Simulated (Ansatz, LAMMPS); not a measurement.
# Glassy 96GeO2-4K2O (mol %) (81 atoms) under strain, part 3 of 3

Aim: relax glassy 96GeO2-4K2O (mol %) (81 atoms), then change its volume and shape to read moduli from the stress.

Ansatz 0.2.0; Kohn-Sham DFT, PBE, PAW (set soft_2), plane waves.

The cell: 26 Ge, 2 K and 53 O. The quench rate of 20 K/ps is orders of magnitude faster than experiment. The network of bonds at the start is that of the classical potential that made the cell. Only the Γ point is sampled.

So far. Step 6 (Volume +3 %): The relaxation converged after 6 steps, 0.294 eV below its start, with a largest force component of 0.033 eV/Å. Step 6 (Volume +3 %): Volume +3 %: the energy stands 0.123 eV above that of the reference, at a pressure of -1.14 GPa.

**7. Volume -6 %**

The relaxed cell is scaled to another volume.

The input, input.yaml:

```yaml
crystal:
  lattice:
    - [10.85831, 0.03503, 0.18485]
    - [0.03503, 10.11698, -0.14291]
    - [0.18485, -0.14291, 10.48332]
  atoms:
    [... the 81 atom lines of step 4 ...]
kpoints:
  mp_grid: { grid: [1, 1, 1] }
hamiltonian:
  xc: pbe
scf:
  occupations: { method: fixed }
output:
  forces: true
  eigenvalues: true
  stress: true
relax:
  f_tol: 0.05
  max_steps: 70
```

Launch:

```console
ansatz run input.yaml --threads 4 --pin off --max-ram 8192MiB --backend cpu --events-out ev --progress --plain --runs-dir out
```

Numbers of over 12 decimals in the logs are rounded to 6 here.

The program printed:

```text
[...]
Crystal: 81 atoms, lattice volume = 1151.045 Å³
Basis set: ecut = 420 eV, 22479 PW (Γ), exchange–correlation on 150×144×144 points (8 copies of the dense FFT grid, shifted against one another)
Bands: 431, of which v1, the nominal top of the filled ones, is band 350 counted from 1 (349 counted from 0)
Symmetry: 1 space group operations
[...]
k-points: 1
[...]
SCF iter   1: F=—  HF=-144811.738695 eV  |F-HF|=—  |Δ(HF+E_count)|=         —  Δρ=2.20e-3  dr2=6.68e-2  ethr=1.77e-3  ⟨swp⟩=5.0  Hψ=1551  notcnv=0  defer=79
[...]
SCF iter   5: F=—  HF=-144811.741975 eV  |F-HF|=—  |Δ(HF+E_count)|=   4.82e-5  Δρ=8.98e-5  dr2=8.05e-5  ethr=3.83e-8  ⟨swp⟩=2.0  Hψ=560  notcnv=0  defer=79
SCF iter   6: F=-144811.741978 eV  HF=-144811.741977 eV  |F-HF|=1.02e-6  |Δ(HF+E_count)|=   2.20e-6  Δρ=2.36e-5  dr2=6.17e-6  ethr=8.93e-9  ⟨swp⟩=12.0  Hψ=1849  notcnv=0
SCF 1 converged in 6 iterations: F = -144811.741978 eV  dr2 = 6.17e-6
[...]
relax step   1: F+E_penalty+E_count = -144811.74197778 eV  Δ(F+E_penalty+E_count) = +0.000e0 eV  max|allowed force component| = 8.969e-1 eV/Å  Δτ_max = 0.0000 Å  (6 SCF iters, dr2 threshold 6.25e-5 eV, accepted)
[...]
relax step   2: F+E_penalty+E_count = -144812.63422866 eV  Δ(F+E_penalty+E_count) = -8.923e-1 eV  max|allowed force component| = 5.663e-1 eV/Å  Δτ_max = 0.0769 Å  (6 SCF iters, dr2 threshold 5.03e-5 eV, accepted)
[...]
relax step   3: F+E_penalty+E_count = -144813.07606070 eV  Δ(F+E_penalty+E_count) = -4.418e-1 eV  max|allowed force component| = 2.146e-1 eV/Å  Δτ_max = 0.0958 Å  (7 SCF iters, dr2 threshold 2.00e-5 eV, accepted)
relax step   4: F+E_penalty+E_count = -144813.11450142 eV  Δ(F+E_penalty+E_count) = -3.844e-2 eV  max|allowed force component| = 2.015e-1 eV/Å  Δτ_max = 0.2000 Å  (8 SCF iters, dr2 threshold 6.62e-6 eV, accepted)
relax step   5: F+E_penalty+E_count = -144813.13539655 eV  Δ(F+E_penalty+E_count) = -2.090e-2 eV  max|allowed force component| = 6.418e-2 eV/Å  Δτ_max = 0.0914 Å  (7 SCF iters, dr2 threshold 5.83e-6 eV, accepted)
relax step   6: F+E_penalty+E_count = -144813.13936862 eV  Δ(F+E_penalty+E_count) = -3.972e-3 eV  max|allowed force component| = 1.553e-1 eV/Å  Δτ_max = 0.2000 Å  (10 SCF iters, accepted)
relax step   7: F+E_penalty+E_count = -144813.04113951 eV  Δ(F+E_penalty+E_count) = +9.823e-2 eV  max|allowed force component| = 7.093e-1 eV/Å  Δτ_max = 0.2000 Å  (10 SCF iters, rejected (line search))
relax step   8: F+E_penalty+E_count = -144813.16748603 eV  Δ(F+E_penalty+E_count) = -2.812e-2 eV  max|allowed force component| = 3.661e-2 eV/Å  Δτ_max = 0.1000 Å  (10 SCF iters, accepted)
[...]
relax step   9: F+E_penalty+E_count = -144813.16995362 eV  Δ(F+E_penalty+E_count) = -2.468e-3 eV  max|allowed force component| = 3.686e-2 eV/Å  Δτ_max = 0.0509 Å  (9 SCF iters, accepted)
SCF converged after 9 iterations
Free energy (F): -144813.169954 eV
[...]
Internal energy: -144813.169954 eV  (E = F + TS)
E sigma→0 (E₀):  -144813.169954 eV
Fermi energy:    4.247516 eV
[...]
Σ components = -144813.169954   (vs F -144813.169954, Δ=0.00e0)
--- Forces (eV/Å), atoms counted from 1 ---
  atom   1  Ge    -0.00306585     0.01742612    -0.02335488
  atom   2  Ge     0.01289368     0.01350541    -0.01733474
  atom   3  Ge    -0.00738320     0.02196461    -0.00195356
  atom   4  Ge    -0.01180924    -0.01761953     0.00754103
[...]
atom  81  O     -0.00575780     0.00236155     0.00644805
  max |Σ_I F_I| component: 2.56e-5 eV/Å
--- Stress (GPa, compression-positive) ---
        2.134432      -0.130599      -0.042459
       -0.130599       2.793346      -0.019723
       -0.042459      -0.019723       2.650128
  P = ⅓ Tr σ = 2.5260 GPa (25.260 kbar)
--- Band table (eV) ---
[...]
--- Relaxed structure (9 steps of the walk, 8 accepted, 0 SCFs on fresh bases) ---
  F+E_penalty+E_count = -144813.16995362 eV   max|allowed force component| = 3.686e-2 eV/Å
  atoms:
    - { symbol: Ge, position: [0.318142, 0.319308, 0.524590] }
    - { symbol: Ge, position: [0.622714, 0.471985, 0.681123] }
    - { symbol: Ge, position: [0.331437, 0.627985, 0.510146] }
    - { symbol: Ge, position: [0.429919, 0.669326, 0.815397] }
[...]
- { symbol: O, position: [0.321615, 0.078968, 0.272385] }
```

It took 2.9 min on 4 threads of Arm Neoverse V1, shared host; peak memory 1.7 GiB.

The relaxation converged after 9 steps, 1.43 eV below its start, with a largest force component of 0.037 eV/Å.

Volume -6 %: the energy stands 0.563 eV above that of the reference, at a pressure of 2.53 GPa.

**8. Volume +6 %**

The relaxed cell is scaled to another volume.

Input and log are left out; they have the form of those shown for this kind of step.

Run time: 5.3 min. Hardware: 4 threads of Arm Neoverse V1, shared host; peak memory 1.8 GiB.

The relaxation converged after 16 steps, 1.16 eV below its start, with a largest force component of 0.032 eV/Å.

Volume +6 %: the energy stands 0.439 eV above that of the reference, at a pressure of -2.05 GPa.

**9. Volume -10 %**

The relaxed cell is scaled to another volume.

Input and log are left out; they have the form of those shown for this kind of step.

Wall time 3.7 min (4 threads of Arm Neoverse V1, shared host); peak memory 1.6 GiB; 14 min of CPU time.

The relaxation converged after 13 steps, 4.42 eV below its start, with a largest force component of 0.030 eV/Å.

Volume -10 %: the energy stands 1.58 eV above that of the reference, at a pressure of 4.45 GPa.

**10. Stretched by 1 % along x**

The relaxed cell is strained along x alone, which gives the stiffness along x and its coupling to y and z.

input.yaml, the sections that differ from step 7:

```yaml
crystal:
  lattice:
    - [11.19544, 0.03576, 0.1887]
    - [0.03612, 10.32781, -0.14589]
    - [0.19059, -0.14589, 10.70178]
  atoms:
    [... the 81 atom lines of step 4 ...]
# kpoints, hamiltonian, scf, output, relax: as in step 7
```

The program printed:

```text
[...]
Crystal: 81 atoms, lattice volume = 1236.761 Å³
Basis set: ecut = 420 eV, 24191 PW (Γ), exchange–correlation on 150×144×144 points (8 copies of the dense FFT grid, shifted against one another)
Bands: 431, of which v1, the nominal top of the filled ones, is band 350 counted from 1 (349 counted from 0)
Symmetry: 1 space group operations
[...]
k-points: 1
[...]
SCF iter   1: F=—  HF=-144813.638190 eV  |F-HF|=—  |Δ(HF+E_count)|=         —  Δρ=2.26e-3  dr2=7.39e-2  ethr=1.77e-3  ⟨swp⟩=5.0  Hψ=1537  notcnv=0  defer=79
[...]
SCF iter   5: F=—  HF=-144813.639012 eV  |F-HF|=—  |Δ(HF+E_count)|=   4.54e-5  Δρ=9.70e-5  dr2=1.05e-4  ethr=4.76e-8  ⟨swp⟩=2.0  Hψ=703  notcnv=0  defer=79
SCF iter   6: F=-144813.639013 eV  HF=-144813.639013 eV  |F-HF|=9.32e-8  |Δ(HF+E_count)|=   1.42e-6  Δρ=2.81e-5  dr2=9.34e-6  ethr=8.93e-9  ⟨swp⟩=10.0  Hψ=2232  notcnv=0
SCF 1 converged in 6 iterations: F = -144813.639013 eV  dr2 = 9.34e-6
[...]
relax step   1: F+E_penalty+E_count = -144813.63901325 eV  Δ(F+E_penalty+E_count) = +0.000e0 eV  max|allowed force component| = 3.033e-1 eV/Å  Δτ_max = 0.0000 Å  (6 SCF iters, dr2 threshold 6.25e-5 eV, accepted)
[...]
relax step   2: F+E_penalty+E_count = -144813.68673035 eV  Δ(F+E_penalty+E_count) = -4.772e-2 eV  max|allowed force component| = 1.613e-1 eV/Å  Δτ_max = 0.0245 Å  (6 SCF iters, dr2 threshold 5.75e-6 eV, accepted)
[...]
relax step   3: F+E_penalty+E_count = -144813.70657423 eV  Δ(F+E_penalty+E_count) = -1.984e-2 eV  max|allowed force component| = 7.823e-2 eV/Å  Δτ_max = 0.0378 Å  (9 SCF iters, accepted)
[...]
relax step   4: F+E_penalty+E_count = -144813.70977961 eV  Δ(F+E_penalty+E_count) = -3.205e-3 eV  max|allowed force component| = 4.259e-2 eV/Å  Δτ_max = 0.0290 Å  (8 SCF iters, accepted)
SCF converged after 8 iterations
Free energy (F): -144813.709780 eV
[...]
Internal energy: -144813.709780 eV  (E = F + TS)
E sigma→0 (E₀):  -144813.709780 eV
Fermi energy:    3.473520 eV
[...]
Σ components = -144813.709780   (vs F -144813.709780, Δ=0.00e0)
--- Forces (eV/Å), atoms counted from 1 ---
  atom   1  Ge     0.01306273     0.02079271    -0.01870199
  atom   2  Ge    -0.00727664     0.00554484    -0.03313287
  atom   3  Ge    -0.00166279    -0.00903700     0.01994883
  atom   4  Ge     0.01826827     0.00806994     0.00287772
[...]
atom  81  O      0.00389476     0.00173344    -0.00508430
  max |Σ_I F_I| component: 1.61e-4 eV/Å
--- Stress (GPa, compression-positive) ---
       -0.649386       0.030362      -0.009002
        0.030363      -0.245293       0.007814
       -0.009002       0.007814      -0.153453
  P = ⅓ Tr σ = -0.3494 GPa (-3.494 kbar)
--- Band table (eV) ---
[...]
--- Relaxed structure (4 steps of the walk, 4 accepted, 0 SCFs on fresh bases) ---
  F+E_penalty+E_count = -144813.70977961 eV   max|allowed force component| = 4.259e-2 eV/Å
  atoms:
    - { symbol: Ge, position: [0.318613, 0.320661, 0.520827] }
    - { symbol: Ge, position: [0.617411, 0.468662, 0.680737] }
    - { symbol: Ge, position: [0.330488, 0.631795, 0.503291] }
    - { symbol: Ge, position: [0.421866, 0.670008, 0.804831] }
[...]
- { symbol: O, position: [0.328402, 0.075314, 0.267147] }
```

Wall time 81 s (4 threads); peak memory 1.7 GiB; 5.2 min of CPU time.

The relaxation converged after 4 steps, 0.0708 eV below its start, with a largest force component of 0.043 eV/Å.

Stretched by 1 % along x: the energy stands 0.0229 eV above that of the reference, at a pressure of -0.349 GPa.

**11. Compressed by 1 % along x**

The relaxed cell is strained along x alone, which gives the stiffness along x and its coupling to y and z.

input.yaml, the sections that differ from step 10:

```yaml
crystal:
  lattice:
    - [10.97374, 0.03576, 0.1887]
    - [0.0354, 10.32781, -0.14589]
    - [0.18681, -0.14589, 10.70178]
  atoms:
    [... the 81 atom lines of step 4 ...]
# kpoints, hamiltonian, scf, output, relax: as in step 10
```

The program printed:

```text
[...]
Crystal: 81 atoms, lattice volume = 1212.270 Å³
Basis set: ecut = 420 eV, 23677 PW (Γ), exchange–correlation on 150×144×144 points (8 copies of the dense FFT grid, shifted against one another)
Bands: 431, of which v1, the nominal top of the filled ones, is band 350 counted from 1 (349 counted from 0)
Symmetry: 1 space group operations
[...]
k-points: 1
[...]
SCF iter   1: F=—  HF=-144813.625987 eV  |F-HF|=—  |Δ(HF+E_count)|=         —  Δρ=2.21e-3  dr2=6.81e-2  ethr=1.77e-3  ⟨swp⟩=5.0  Hψ=1543  notcnv=0  defer=79
[...]
SCF iter   6: F=-144813.629748 eV  HF=-144813.629748 eV  |F-HF|=2.08e-7  |Δ(HF+E_count)|=   1.68e-6  Δρ=2.67e-5  dr2=8.23e-6  ethr=8.93e-9  ⟨swp⟩=13.0  Hψ=2180  notcnv=0
SCF 1 converged in 6 iterations: F = -144813.629748 eV  dr2 = 8.23e-6
[...]
relax step   1: F+E_penalty+E_count = -144813.62974786 eV  Δ(F+E_penalty+E_count) = +0.000e0 eV  max|allowed force component| = 3.301e-1 eV/Å  Δτ_max = 0.0000 Å  (6 SCF iters, dr2 threshold 6.25e-5 eV, accepted)
[...]
relax step   2: F+E_penalty+E_count = -144813.67858414 eV  Δ(F+E_penalty+E_count) = -4.884e-2 eV  max|allowed force component| = 1.657e-1 eV/Å  Δτ_max = 0.0226 Å  (6 SCF iters, dr2 threshold 6.81e-6 eV, accepted)
[...]
relax step   3: F+E_penalty+E_count = -144813.69792712 eV  Δ(F+E_penalty+E_count) = -1.934e-2 eV  max|allowed force component| = 7.424e-2 eV/Å  Δτ_max = 0.0363 Å  (9 SCF iters, accepted)
[...]
relax step   4: F+E_penalty+E_count = -144813.70075213 eV  Δ(F+E_penalty+E_count) = -2.825e-3 eV  max|allowed force component| = 3.044e-2 eV/Å  Δτ_max = 0.0274 Å  (8 SCF iters, accepted)
SCF converged after 8 iterations
Free energy (F): -144813.700752 eV
[...]
Internal energy: -144813.700752 eV  (E = F + TS)
E sigma→0 (E₀):  -144813.700752 eV
Fermi energy:    3.661109 eV
[...]
--- Forces (eV/Å), atoms counted from 1 ---
  atom   1  Ge    -0.00593620    -0.01656304     0.02188198
  atom   2  Ge     0.01171230     0.00252149     0.02171369
  atom   3  Ge     0.00718432     0.01181163    -0.01733557
  atom   4  Ge    -0.01917743    -0.00481676     0.00593529
  atom   5  Ge    -0.01085685    -0.02044887     0.01504356
  atom   6  Ge     0.01340319    -0.00007971    -0.00829213
  atom   7  Ge    -0.00433775     0.01100043    -0.00540760
  atom   8  Ge    -0.00221947     0.01341861    -0.01104776
  atom   9  Ge    -0.02141893     0.00135447     0.00207491
  atom  10  Ge     0.01770365     0.01634351     0.00104178
  atom  11  Ge    -0.00457110     0.00644694     0.00826152
  atom  12  Ge     0.00193896     0.00707545     0.01249989
  atom  13  Ge     0.00244332     0.00622816    -0.00963047
  atom  14  Ge     0.00864988     0.00414857     0.00115229
[...]
atom  80  O      0.01092393     0.00348706    -0.00755416
  atom  81  O     -0.00272518    -0.00001284     0.00500048
  max |Σ_I F_I| component: 1.13e-4 eV/Å
--- Stress (GPa, compression-positive) ---
        0.697147      -0.020262       0.016453
       -0.020262       0.243840      -0.007597
        0.016453      -0.007597       0.169560
  P = ⅓ Tr σ = 0.3702 GPa (3.702 kbar)
--- Band table (eV) ---
[...]
--- Relaxed structure (4 steps of the walk, 4 accepted, 0 SCFs on fresh bases) ---
  F+E_penalty+E_count = -144813.70075213 eV   max|allowed force component| = 3.044e-2 eV/Å
  atoms:
    - { symbol: Ge, position: [0.321639, 0.320541, 0.520961] }
    - { symbol: Ge, position: [0.616789, 0.469079, 0.679735] }
    - { symbol: Ge, position: [0.332222, 0.630761, 0.504416] }
    - { symbol: Ge, position: [0.424397, 0.671778, 0.805865] }
[...]
- { symbol: O, position: [0.325369, 0.076574, 0.268228] }
```

Wall time 79 s (4 threads); peak memory 1.7 GiB; 5 min of CPU time.

The relaxation converged after 4 steps, 0.0710 eV below its start, with a largest force component of 0.030 eV/Å.

Compressed by 1 % along x: the energy stands 0.0319 eV above that of the reference, at a pressure of 0.370 GPa.

**12. Sheared by 2 % in xy**

A shear of the relaxed cell gives the modulus that volume changes can't reach.

input.yaml, the sections that differ from step 11:

```yaml
crystal:
  lattice:
    - [11.08495, 0.14661, 0.1887]
    - [0.13904, 10.32817, -0.14589]
    - [0.18724, -0.144, 10.70178]
  atoms:
    [... the 81 atom lines of step 4 ...]
# kpoints, hamiltonian, scf, output, relax: as in step 11
```

The program printed:

```text
[...]
Crystal: 81 atoms, lattice volume = 1224.394 Å³
Basis set: ecut = 420 eV, 23949 PW (Γ), exchange–correlation on 150×144×144 points (8 copies of the dense FFT grid, shifted against one another)
Bands: 431, of which v1, the nominal top of the filled ones, is band 350 counted from 1 (349 counted from 0)
Symmetry: 1 space group operations
[...]
k-points: 1
[...]
SCF iter   1: F=—  HF=-144813.598560 eV  |F-HF|=—  |Δ(HF+E_count)|=         —  Δρ=2.23e-3  dr2=7.04e-2  ethr=1.77e-3  ⟨swp⟩=5.0  Hψ=1542  notcnv=0  defer=79
[...]
SCF iter   5: F=—  HF=-144813.601644 eV  |F-HF|=—  |Δ(HF+E_count)|=   4.75e-5  Δρ=9.51e-5  dr2=9.85e-5  ethr=4.49e-8  ⟨swp⟩=2.0  Hψ=559  notcnv=0  defer=79
SCF iter   6: F=-144813.601646 eV  HF=-144813.601645 eV  |F-HF|=1.55e-7  |Δ(HF+E_count)|=   1.37e-6  Δρ=2.74e-5  dr2=8.69e-6  ethr=8.93e-9  ⟨swp⟩=12.0  Hψ=2162  notcnv=0
SCF 1 converged in 6 iterations: F = -144813.601646 eV  dr2 = 8.69e-6
[...]
relax step   1: F+E_penalty+E_count = -144813.60164553 eV  Δ(F+E_penalty+E_count) = +0.000e0 eV  max|allowed force component| = 5.257e-1 eV/Å  Δτ_max = 0.0000 Å  (6 SCF iters, dr2 threshold 6.25e-5 eV, accepted)
[...]
relax step   2: F+E_penalty+E_count = -144813.66837957 eV  Δ(F+E_penalty+E_count) = -6.673e-2 eV  max|allowed force component| = 2.372e-1 eV/Å  Δτ_max = 0.0503 Å  (6 SCF iters, dr2 threshold 1.73e-5 eV, accepted)
[...]
relax step   3: F+E_penalty+E_count = -144813.68976601 eV  Δ(F+E_penalty+E_count) = -2.139e-2 eV  max|allowed force component| = 7.631e-2 eV/Å  Δτ_max = 0.0424 Å  (7 SCF iters, dr2 threshold 3.52e-6 eV, accepted)
[...]
relax step   4: F+E_penalty+E_count = -144813.69331242 eV  Δ(F+E_penalty+E_count) = -3.546e-3 eV  max|allowed force component| = 4.720e-2 eV/Å  Δτ_max = 0.0232 Å  (7 SCF iters, accepted)
SCF converged after 7 iterations
Free energy (F): -144813.693312 eV
[...]
Internal energy: -144813.693312 eV  (E = F + TS)
E sigma→0 (E₀):  -144813.693312 eV
Fermi energy:    3.580017 eV
[...]
Σ components = -144813.693312   (vs F -144813.693312, Δ=0.00e0)
--- Forces (eV/Å), atoms counted from 1 ---
  atom   1  Ge     0.00008309    -0.00248610    -0.01158178
  atom   2  Ge     0.00728727     0.02110729    -0.00711526
  atom   3  Ge     0.01156986    -0.00084595     0.03714028
  atom   4  Ge     0.02162298    -0.02284509     0.00826185
[...]
atom  81  O     -0.00716457    -0.01737396    -0.00445492
  max |Σ_I F_I| component: 7.36e-6 eV/Å
--- Stress (GPa, compression-positive) ---
        0.040394      -0.543052      -0.054176
       -0.543052       0.095367      -0.046341
       -0.054176      -0.046341       0.117984
  P = ⅓ Tr σ = 0.0846 GPa (0.846 kbar)
--- Band table (eV) ---
[...]
--- Relaxed structure (4 steps of the walk, 4 accepted, 0 SCFs on fresh bases) ---
  F+E_penalty+E_count = -144813.69331242 eV   max|allowed force component| = 4.720e-2 eV/Å
  atoms:
    - { symbol: Ge, position: [0.318369, 0.321352, 0.520377] }
    - { symbol: Ge, position: [0.616719, 0.467336, 0.681740] }
    - { symbol: Ge, position: [0.331605, 0.632292, 0.503909] }
    - { symbol: Ge, position: [0.422214, 0.671041, 0.806421] }
[...]
- { symbol: O, position: [0.325943, 0.076438, 0.267852] }
```

Run time: 75 s. Hardware: 4 threads; peak memory 1.7 GiB.

The relaxation converged after 4 steps, 0.0917 eV below its start, with a largest force component of 0.047 eV/Å.

Sheared by 2 % in xy: the energy stands 0.0394 eV above that of the reference, at a pressure of 0.0846 GPa.

**13. Pressure against volume**

Atoms are relaxed at each volume, in the scaled cell.

```csv
volume change (%),volume (Å³/atom),energy change (meV/atom),pressure (GPa),largest move on relaxing (Å),bonds,gap (eV)
-10,13.606,19.53,4.45,0.58,-,2.49
-6,14.210,6.95,2.53,0.36,-,2.43
-3,14.664,1.82,1.29,0.08,-,2.40
+0,15.117,0.00,-0.02,-,-,2.31
+3,15.571,1.52,-1.14,0.09,-,2.23
+6,16.025,5.42,-2.05,0.64,-,2.25
```

**14. Uniaxial strain and shear**

Stress (GPa, compression positive) less that of the relaxed cell, atoms relaxed:

```csv
strain,xx,yy,zz,xy,energy change (meV/atom)
stretched by 1 % along x,-0.634,-0.219,-0.134,0.026,0.28
compressed by 1 % along x,0.713,0.270,0.189,-0.024,0.39
sheared by 2 % in xy,0.056,0.122,0.138,-0.547,0.49
```

**15. What came out**

The bulk modulus, from the slope of pressure against ln V over the three points nearest the relaxed volume, is 40.6 GPa; between neighbouring points the slope runs 44, 39, 43, 38 and 31 GPa from the smallest volume up, without a steady fall, so no pressure derivative is given. At -10 % and +6 % some atom moved by over 0.5 Å on relaxing, so those points may sit in another local minimum. The gap goes from 2.49 eV at the smallest volume to 2.25 eV at the largest, -1.7 eV per unit of ln V by a straight line, not monotonically (lowest 2.23, highest 2.49 eV), on the run's k-points. In the Cartesian axes of the cell, finite differences give C11 = 67.3, C12 = 24.5, C13 = 16.2 and C66 = 27.4 GPa (the shear of 2 % is the engineering strain, εxy = 0.01). The mean of C11, C12 and C13, which equals the bulk modulus in a cubic or isotropic solid, is 36.0 GPa: it lies 11 % under the bulk modulus from the volumes. For an isotropic solid C66 would equal (C11 − C12)/2 = 21.4 GPa; so small a sample needn't be isotropic, and C66 rests on one shear. With the bulk modulus and C66 as K and G, Young's modulus would be about 67 GPa and Poisson's ratio 0.23.

Caveats: Strains are finite and relaxations stop at the force tolerance of the input, which can leave moduli too stiff; they are those of a static cell at zero temperature. Volumes are changed with the cell's shape held, so in an anisotropic solid the modulus lies over the one under free hydrostatic load. The program notes that the SCF threshold of the relaxations is loose for the stress.

The DFT runs together took 29 min of wall time.

[Logs are printed without paths, hosts, clocks, repeated set-up lines and the standing remarks that a program may print on its own settings, such as how far it seeks lower states.]

[Hosts, paths, dates, database ids (printed as entryN), source tags and the programs' standing remarks are cut or masked in the printed files.]
